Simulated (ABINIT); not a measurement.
# Diamond (Fd-3m, 2 atoms a cell): G0W0 in ABINIT against the plane-wave cutoff

Aim: move the plane-wave cutoff of a G0W0 run on Diamond (Fd-3m, 2 atoms a cell) over a wide range.

Method: PBE and many-body steps on it, plane waves, in ABINIT 10.8.3.

## Step 1: Starting point

It takes space group Fd-3m (No. 227, cubic). The conventional cell has a = 3.567 Å, b = 3.567 Å, c = 3.567 Å, α = 90.00°, β = 90.00°, γ = 90.00°. Nearest to C lie 4 C at 1.54 Å.

The cell and positions come from the Crystallography Open Database and are kept as given unless a step says otherwise.

## Step 2: Empty states on the mesh, 8×8×8 mesh, 218 bands

This step: ABINIT 10.8.3; DFT, PBE, plane waves, norm-conserving pseudopotentials.

The sums over transitions need many empty states on a uniform mesh; this step solves for them.

File run.abi:

```
acell 3*1.0 Angstrom
rprim 
  -0.000000000000 1.783370000000 1.783370000000
  1.783370000000 0.000000000000 1.783370000000
  1.783370000000 1.783370000000 0.000000000000
ntypat 1
znucl 6
natom 2
typat 1 1
xred 
  0.000000000000 0.000000000000 -0.000000000000
  0.250000000000 0.250000000000 0.250000000000
pp_dirpath "pseudos"
pseudos "C.upf"
ecut 37
ngkpt 8 8 8
nshiftk 1
shiftk 0 0 0
kptopt 1
chksymbreak 0
irdden 1
istwfk *1
nband 218
prtvol 0
optdriver 6
gwr_task "HDIAGO"
paral_kgb 0
occopt 1
indata_prefix "in"
outdata_prefix "out"
tmpdata_prefix "tmp"
```

The run is started by

```sh
> OMP_NUM_THREADS=1 mpirun -n 4 abinit run.abi > log
```

The log of the run:

```text
.Version 10.8.3 of ABINIT. v10.8.2 released Aug 2026.

 Symmetries : space group Fd -3 m (#227); Bravais cF (face-center cubic)
[... echo of the input left out ...]
== DATASET  1 ==================================================================
-   mpi_nproc: 4, omp_nthreads: 1 (-1 if OMP is not activated)

--- !DatasetInfo
iteration_state: {dtset: 1, }
dimensions: {natom: 2, nkpt: 29, mband: 218, nsppol: 1, nspinor: 1, nspden: 1, mpw: 869, }
cutoff_energies: {ecut:  37.0, pawecutdg:  -1.0, }
[...]
Indirect band gap semiconductor
 Fundamental gap:     4.190 (eV)
   VBM:    10.293 (eV) at k: [ 0.0000E+00,  0.0000E+00,  0.0000E+00]
   CBM:    14.483 (eV) at k: [ 3.7500E-01,  3.7500E-01,  0.0000E+00]
 Direct gap:         5.626 (eV) at k: [ 0.0000E+00,  0.0000E+00,  0.0000E+00]

== END DATASET(S) ==============================================================
================================================================================

 -outvars: echo values of variables after computation  --------
           etotal      0.0000000000E+00
            nband         218
             nkpt          29
          spgroup         227
 [... the other variables as echoed above ...]

 Calculation completed.
```

The job ended after 4.5 s (4 MPI ranks of AMD EPYC 9R45, shared host; peak memory 0.44 GiB; 17 s of CPU time).

This step gave:

| Property | Result |
| --- | --- |
| gap | 4.190 eV |
| k of the valence top | 0, 0, 0 |
| k of the conduction bottom | 0.375, 0.375, 0 |
| least direct gap | 5.626 eV |
| k points computed | 29 |
| lowest point of the top converged band, above the valence top | 374.6723 eV |

On this mesh the gap is 4.190 eV.

The density comes from a self-consistent run that is not shown.

## Step 3: Empty states on the mesh, 8×8×8 mesh, 64 bands

run.abi: that of step 2 with these lines changed.

```diff
@@ -14,3 +14,3 @@
 pseudos "C.upf"
-ecut 37
+ecut 22
 ngkpt 8 8 8
@@ -22,3 +22,3 @@
 istwfk *1
-nband 218
+nband 64
 prtvol 0
```

The log of the run:

```text
[banner, memory and clock lines left out]
.Version 10.8.3 of ABINIT. v10.8.2 released Aug 2026.

 Symmetries : space group Fd -3 m (#227); Bravais cF (face-center cubic)
[... echo of the input left out ...]
== DATASET  1 ==================================================================
-   mpi_nproc: 4, omp_nthreads: 1 (-1 if OMP is not activated)

--- !DatasetInfo
iteration_state: {dtset: 1, }
dimensions: {natom: 2, nkpt: 29, mband: 64, nsppol: 1, nspinor: 1, nspden: 1, mpw: 391, }
cutoff_energies: {ecut:  22.0, pawecutdg:  -1.0, }
[...]
Integrated=    8.0000E+00

 === KS gaps after direct diagonalization ===
 Indirect band gap semiconductor
 Fundamental gap:     4.052 (eV)
   VBM:    10.463 (eV) at k: [ 0.0000E+00,  0.0000E+00,  0.0000E+00]
   CBM:    14.515 (eV) at k: [ 3.7500E-01,  3.7500E-01,  0.0000E+00]
 Direct gap:         5.641 (eV) at k: [ 0.0000E+00,  0.0000E+00,  0.0000E+00]

== END DATASET(S) ==============================================================

 -outvars: echo values of variables after computation  --------
           etotal      0.0000000000E+00
            nband          64
             nkpt          29
          spgroup         227
 [... the other variables as echoed above ...]

 Calculation completed.
```

The job ended after 1.7 s (4 MPI ranks; peak memory 0.07 GiB).

Numbers from this step:

| Item | Value |
| --- | --- |
| gap | 4.052 eV |
| k of the valence top | 0, 0, 0 |
| k of the conduction bottom | 0.375, 0.375, 0 |
| least direct gap | 5.641 eV |
| k points computed | 29 |
| lowest point of the top converged band, above the valence top | 121.8530 eV |

On this mesh the gap is 4.052 eV.

## Step 4: Empty states on the mesh, 8×8×8 mesh, 64 bands

run.abi: that of step 3 with these lines changed.

```diff
@@ -14,3 +14,3 @@
 pseudos "C.upf"
-ecut 22
+ecut 30
 ngkpt 8 8 8
```

The log of the run:

```text
[banner, memory and clock lines left out]
.Version 10.8.3 of ABINIT. v10.8.2 released Aug 2026.

 Symmetries : space group Fd -3 m (#227); Bravais cF (face-center cubic)
[... echo of the input left out ...]
== DATASET  1 ==================================================================
-   mpi_nproc: 4, omp_nthreads: 1 (-1 if OMP is not activated)

--- !DatasetInfo
iteration_state: {dtset: 1, }
dimensions: {natom: 2, nkpt: 29, mband: 64, nsppol: 1, nspinor: 1, nspden: 1, mpw: 620, }
cutoff_energies: {ecut:  30.0, pawecutdg:  -1.0, }
[...]
Integrated=    8.0000E+00

 === KS gaps after direct diagonalization ===
 Indirect band gap semiconductor
 Fundamental gap:     4.185 (eV)
   VBM:    10.299 (eV) at k: [ 0.0000E+00,  0.0000E+00,  0.0000E+00]
   CBM:    14.484 (eV) at k: [ 3.7500E-01,  3.7500E-01,  0.0000E+00]
 Direct gap:         5.635 (eV) at k: [ 0.0000E+00,  0.0000E+00,  0.0000E+00]

== END DATASET(S) ==============================================================

 -outvars: echo values of variables after computation  --------
           etotal      0.0000000000E+00
            nband          64
             nkpt          29
          spgroup         227
 [... the other variables as echoed above ...]

 Calculation completed.
```

The job ended after 2.3 s (4 MPI ranks; peak memory 0.09 GiB).

This step gave:

```yaml
gap: 4.185 eV
k_of_the_valence_top: 0, 0, 0
k_of_the_conduction_bottom: 0.375, 0.375, 0
least_direct_gap: 5.635 eV
k_points_computed: 29
lowest_point_of_the_top_converged_band_above_the_valence_top: 121.9287 eV
```

On this mesh the gap is 4.185 eV.

## Step 5: Empty states on the mesh, 8×8×8 mesh, 64 bands

run.abi: that of step 4 with these lines changed.

```diff
@@ -14,3 +14,3 @@
 pseudos "C.upf"
-ecut 30
+ecut 46
 ngkpt 8 8 8
```

The log of the run:

```text
[banner, memory and clock lines left out]
.Version 10.8.3 of ABINIT. v10.8.2 released Aug 2026.

 Symmetries : space group Fd -3 m (#227); Bravais cF (face-center cubic)
[... echo of the input left out ...]
== DATASET  1 ==================================================================
-   mpi_nproc: 4, omp_nthreads: 1 (-1 if OMP is not activated)

--- !DatasetInfo
iteration_state: {dtset: 1, }
dimensions: {natom: 2, nkpt: 29, mband: 64, nsppol: 1, nspinor: 1, nspden: 1, mpw: 1158, }
cutoff_energies: {ecut:  46.0, pawecutdg:  -1.0, }
[...]
Integrated=    8.0000E+00

 === KS gaps after direct diagonalization ===
 Indirect band gap semiconductor
 Fundamental gap:     4.189 (eV)
   VBM:    10.293 (eV) at k: [ 0.0000E+00,  0.0000E+00,  0.0000E+00]
   CBM:    14.482 (eV) at k: [ 3.7500E-01,  3.7500E-01,  0.0000E+00]
 Direct gap:         5.624 (eV) at k: [ 0.0000E+00,  0.0000E+00,  0.0000E+00]

== END DATASET(S) ==============================================================

 -outvars: echo values of variables after computation  --------
           etotal      0.0000000000E+00
            nband          64
             nkpt          29
          spgroup         227
 [... the other variables as echoed above ...]

 Calculation completed.
```

It took 5.4 s on 4 MPI ranks; peak memory 0.57 GiB; 21 s of CPU time.

This step gave:

```
gap                                                           : 4.189 eV
k of the valence top                                          : 0, 0, 0
k of the conduction bottom                                    : 0.375, 0.375, 0
least direct gap                                              : 5.624 eV
k points computed                                             : 29
lowest point of the top converged band, above the valence top : 121.9247 eV
```

On this mesh the gap is 4.189 eV.

## Step 6: Screening, 8×8×8 mesh, 56 bands, screening to 261.2 eV

The RPA dielectric matrix is built and inverted for each q.

This step: RPA screening on PBE, plane waves, norm-conserving pseudopotentials.

run.abi: that of step 5 with these lines changed.

```diff
@@ -14,3 +14,3 @@
 pseudos "C.upf"
-ecut 46
+ecut 22
 ngkpt 8 8 8
@@ -20,10 +20,11 @@
 chksymbreak 0
-irdden 1
 istwfk *1
-nband 64
-prtvol 0
-optdriver 6
-gwr_task "HDIAGO"
-paral_kgb 0
 occopt 1
+irdwfk 1
+optdriver 3
+nband 56
+ecuteps 9.6
+inclvkb 2
+awtr 1
+symchi 1
 indata_prefix "in"
```

The log of the run:

```text
.Version 10.8.3 of ABINIT. v10.8.2 released Aug 2026.

 Symmetries : space group Fd -3 m (#227); Bravais cF (face-center cubic)
[... echo of the input left out ...]
== DATASET  1 ==================================================================
-   mpi_nproc: 4, omp_nthreads: 1 (-1 if OMP is not activated)

--- !DatasetInfo
iteration_state: {dtset: 1, }
dimensions: {natom: 2, nkpt: 29, mband: 56, nsppol: 1, nspinor: 1, nspden: 1, mpw: 391, }
cutoff_energies: {ecut:  22.0, pawecutdg:  -1.0, }
electrons: {nelect:   8.00000000E+00, charge:   0.00000000E+00, occopt:   1.00000000E+00, tsmear:   1.00000000E-02, }

 SCREENING: Calculation of the susceptibility and dielectric matrices

 Based on a program developped by R.W. Godby, V. Olevano, G. Onida, and L. Reining.
 Incorporated in ABINIT by V. Olevano, G.-M. Rignanese, and M. Torrent.
.Using double precision arithmetic ; gwpc =  8

[... cell and pseudopotentials left out ...]
--------------------------------------------------------------------------------

 ==== K-mesh for the wavefunctions ====
 Number of points in the irreducible wedge :    29
[... list of points left out ...]
 Together with 48 symmetry operations and time-reversal symmetry
 yields   512 points in the full Brillouin Zone.

 ==== Q-mesh for the screening function ====
 Number of points in the irreducible wedge :    29
[... list of points left out ...]
 Together with 48 symmetry operations and time-reversal symmetry
 yields   512 points in the full Brillouin Zone.

 setmesh: FFT mesh size selected  =    20x   20x   20
          total number of points  =         8000

 vcoul_init : cutoff-mode = AUXILIARY_FUNCTION
 q-points for optical limit:   1
     1)      0.000010    0.000020    0.000030

- screening: taking advantage of time-reversal symmetry
- Maximum band index for partially occupied states nbvw = 4
- Remaining bands to be divided among processors   nbcw = 52
- Number of bands treated by each node ~13

 Number of electrons calculated from density =    8.0000; Expected =    8.0000
 average of density, n =  0.104505
 r_s =    1.3170
 omega_plasma =   31.1835 [eV]

 calculating chi0 at frequencies [eV] :
  1    0.000000E+00    0.000000E+00
  2    0.000000E+00    3.118352E+01

--------------------------------------------------------------------------------
  q-point number  1        q = ( 0.000000, 0.000000, 0.000000) [r.l.u.]
--------------------------------------------------------------------------------
[... chi0 elements left out ...]
 For q-point:  0.000010 0.000020 0.000030
  dielectric constant =   5.5413
  dielectric constant without local fields =   5.9809

  Average fulfillment of the sum rule on Im[epsilon] for q-point    1 :     85.50  [%]
[... wings left out ...]
  q-point number  2        q = ( 0.125000, 0.000000, 0.000000) [r.l.u.]
--------------------------------------------------------------------------------
[... chi0 elements left out ...]
  Average fulfillment of the sum rule on Im[epsilon] for q-point    2 :     97.26  [%]

 [... 27 further q-points ...]
```

It took 18 s on 4 MPI ranks; peak memory 0.62 GiB; 72 s of CPU time.

This step gave:

| Property | Result |
| --- | --- |
| ε∞ with local fields, on this mesh, along the program's q direction | 5.541 |
| the same without local fields | 5.981 |
| plasma frequency | 31.18 eV |
| plane waves in the screening matrix | 113 |

Local fields lower ε∞ by 7 %.

## Step 7: 22 Ha

This step: G0W0 on PBE, plane waves, norm-conserving pseudopotentials.

run.abi: that of step 6 with these lines changed.

```diff
@@ -23,8 +23,17 @@
 irdwfk 1
-optdriver 3
+optdriver 4
 nband 56
+gwcalctyp 0
+ecutsigx 22
+symsigma 1
+nkptgw 2
+kptgw 
+  0.0000000000 0.0000000000 0.0000000000
+  0.3750000000 0.3750000000 0.0000000000
+bdgw 
+  2 7
+  3 6
 ecuteps 9.6
-inclvkb 2
-awtr 1
-symchi 1
+irdscr 1
+ppmodel 1
 indata_prefix "in"
```

The log of the run:

```text
.Version 10.8.3 of ABINIT. v10.8.2 released Aug 2026.

 Symmetries : space group Fd -3 m (#227); Bravais cF (face-center cubic)
[... echo of the input left out ...]
== DATASET  1 ==================================================================
-   mpi_nproc: 4, omp_nthreads: 1 (-1 if OMP is not activated)

--- !DatasetInfo
iteration_state: {dtset: 1, }
dimensions: {natom: 2, nkpt: 29, mband: 56, nsppol: 1, nspinor: 1, nspden: 1, mpw: 391, }
cutoff_energies: {ecut:  22.0, pawecutdg:  -1.0, }
electrons: {nelect:   8.00000000E+00, charge:   0.00000000E+00, occopt:   1.00000000E+00, tsmear:   1.00000000E-02, }

 SIGMA: Calculation of the GW corrections

 Based on a program developped by R.W. Godby, V. Olevano, G. Onida, and L. Reining.
 Incorporated in ABINIT by V. Olevano, G.-M. Rignanese, and M. Torrent.
.Using double precision arithmetic ; gwpc =  8

[... cell and pseudopotentials left out ...]
--------------------------------------------------------------------------------

 ==== K-mesh for the wavefunctions ====
 Number of points in the irreducible wedge :    29
[... list of points left out ...]
 Together with 48 symmetry operations and time-reversal symmetry
 yields   512 points in the full Brillouin Zone.

 ==== Q-mesh for screening function ====
 Number of points in the irreducible wedge :    29
[... list of points left out ...]
 Together with 48 symmetry operations and time-reversal symmetry
 yields   512 points in the full Brillouin Zone.

 vcoul_init : cutoff-mode = AUXILIARY_FUNCTION
 q-points for optical limit:   1
     1)      0.000010    0.000020    0.000030
 setmesh: FFT mesh size selected  =    20x   20x   20
          total number of points  =         8000

 Number of electrons calculated from density =    8.0000; Expected =    8.0000
 average of density, n =  0.104505
 r_s =    1.3170
 omega_plasma =   31.1835 [eV]

 === KS Band Gaps ===
  >>>> For spin  1
   Minimum direct gap =   5.6412 [eV], located at k-point      :   0.0000  0.0000  0.0000
   Fundamental gap    =   4.0517 [eV], Top of valence bands at :   0.0000  0.0000  0.0000
                                       Bottom of conduction at :   0.3750  0.3750  0.0000
 SIGMA fundamental parameters:
 PLASMON POLE MODEL  1
 number of plane-waves for SigmaX                  339
 number of plane-waves for SigmaC and W            113
 number of plane-waves for wavefunctions           339
 number of bands                                    56
 number of independent spin polarizations            1
 number of spinorial components                      1
 number of k-points in IBZ                          29
 number of q-points in IBZ                          29
 number of symmetry operations                      48
 number of k-points in BZ                          512
 number of q-points in BZ                          512
 number of frequencies for dSigma/dE                 9
 frequency step for dSigma/dE [eV]                0.25
 number of omega for Sigma on real axis              0
 max omega for Sigma on real axis  [eV]           0.00
 zcut for avoiding poles [eV]                     0.10

 EPSILON^-1 parameters (SCR file):
 dimension of the eps^-1 matrix on file            113
 dimension of the eps^-1 matrix used               113
 number of plane-waves for wavefunctions           339
 number of bands                                    56
 number of q-points in IBZ                          29
 number of frequencies                               2
 number of real frequencies                          1
 number of imag frequencies                          1

 matrix elements of self-energy operator (all in [eV])

 Perturbative Calculation

--- !SelfEnergy_ee
iteration_state: {dtset: 1, }
kpoint     : [   0.000,    0.000,    0.000, ]
spin       : 1
KS_gap     :    5.641
QP_gap     :    7.418
Delta_QP_KS:    1.777
data: !SigmaeeData |
     Band     E0 <VxcDFT>   SigX SigC(E0)      Z dSigC/dE  Sig(E)    E-E0       E
        2  10.463 -16.953 -19.285   1.553   0.832  -0.201 -17.601  -0.649   9.815
        3  10.463 -16.953 -19.285   1.553   0.832  -0.201 -17.601  -0.649   9.815
        4  10.463 -16.953 -19.285   1.553   0.832  -0.201 -17.601  -0.649   9.815
        5  16.105 -15.611  -9.525  -4.731   0.833  -0.200 -14.482   1.128  17.233
        6  16.105 -15.611  -9.525  -4.731   0.833  -0.200 -14.482   1.128  17.233
        7  16.105 -15.611  -9.525  -4.731   0.833  -0.200 -14.482   1.128  17.233

--- !SelfEnergy_ee
iteration_state: {dtset: 1, }
kpoint     : [   0.375,    0.375,    0.000, ]
spin       : 1
KS_gap     :    9.915
QP_gap     :   11.565
Delta_QP_KS:    1.650
data: !SigmaeeData |
     Band     E0 <VxcDFT>   SigX SigC(E0)      Z dSigC/dE  Sig(E)    E-E0       E
        3   4.600 -15.961 -20.453   3.237   0.817  -0.225 -16.986  -1.025   3.575
        4   4.600 -15.961 -20.453   3.237   0.817  -0.225 -16.986  -1.025   3.575
        5  14.515 -14.074  -8.671  -4.661   0.843  -0.187 -13.449   0.625  15.140
        6  17.115 -13.225  -7.307  -5.204   0.844  -0.185 -12.623   0.603  17.718

== END DATASET(S) ==============================================================
================================================================================

 -outvars: echo values of variables after computation  --------
           etotal      0.0000000000E+00
            nband          56
             nkpt          29
          spgroup         227
 [... the other variables as echoed above ...]

 Calculation completed.
```

The job ended after 4.3 s (4 MPI ranks; peak memory 0.69 GiB; 17 s of CPU time).

This step gave:

```
G0W0 gap on the points computed              : 5.325 eV
starting gap on the mesh                     : 4.052 eV
k of the valence top                         : 0, 0, 0
k of the conduction bottom                   : 0.375, 0.375, 0
Z at the valence top                         : 0.832
Z at the conduction bottom                   : 0.843
least direct G0W0 gap on the computed points : 7.418 eV
```

(Part 1 of 2 ends here.)

[Paths, hosts, dates, memory and timing lines, banners, echoed tables and standing remarks are left out of the program output.]

[Logs are printed without paths, hosts, clocks, repeated set-up lines and the standing remarks that a program may print on its own settings, such as how far it seeks lower states.]

[Runs of the session that timed out or met a known fault of the program may be left out.]

[No measured gap is set beside runs whose start may be inverted or whose files or cutoffs have a known fault.]

[Hosts, paths, dates, database ids (printed as entryN), source tags and the programs' standing remarks are cut or masked in the printed files.]

[G0W0 gaps are taken among the corrected bands and points alone; a level outside them can change the order at an edge.]

[Where Ansatz stands beside ABINIT at settings called matched, ABINIT's density can come from a denser mesh and the files from another edition; pairs whose starting gaps differed by over 0.03 eV were left out, so agreement reads better than it is.]
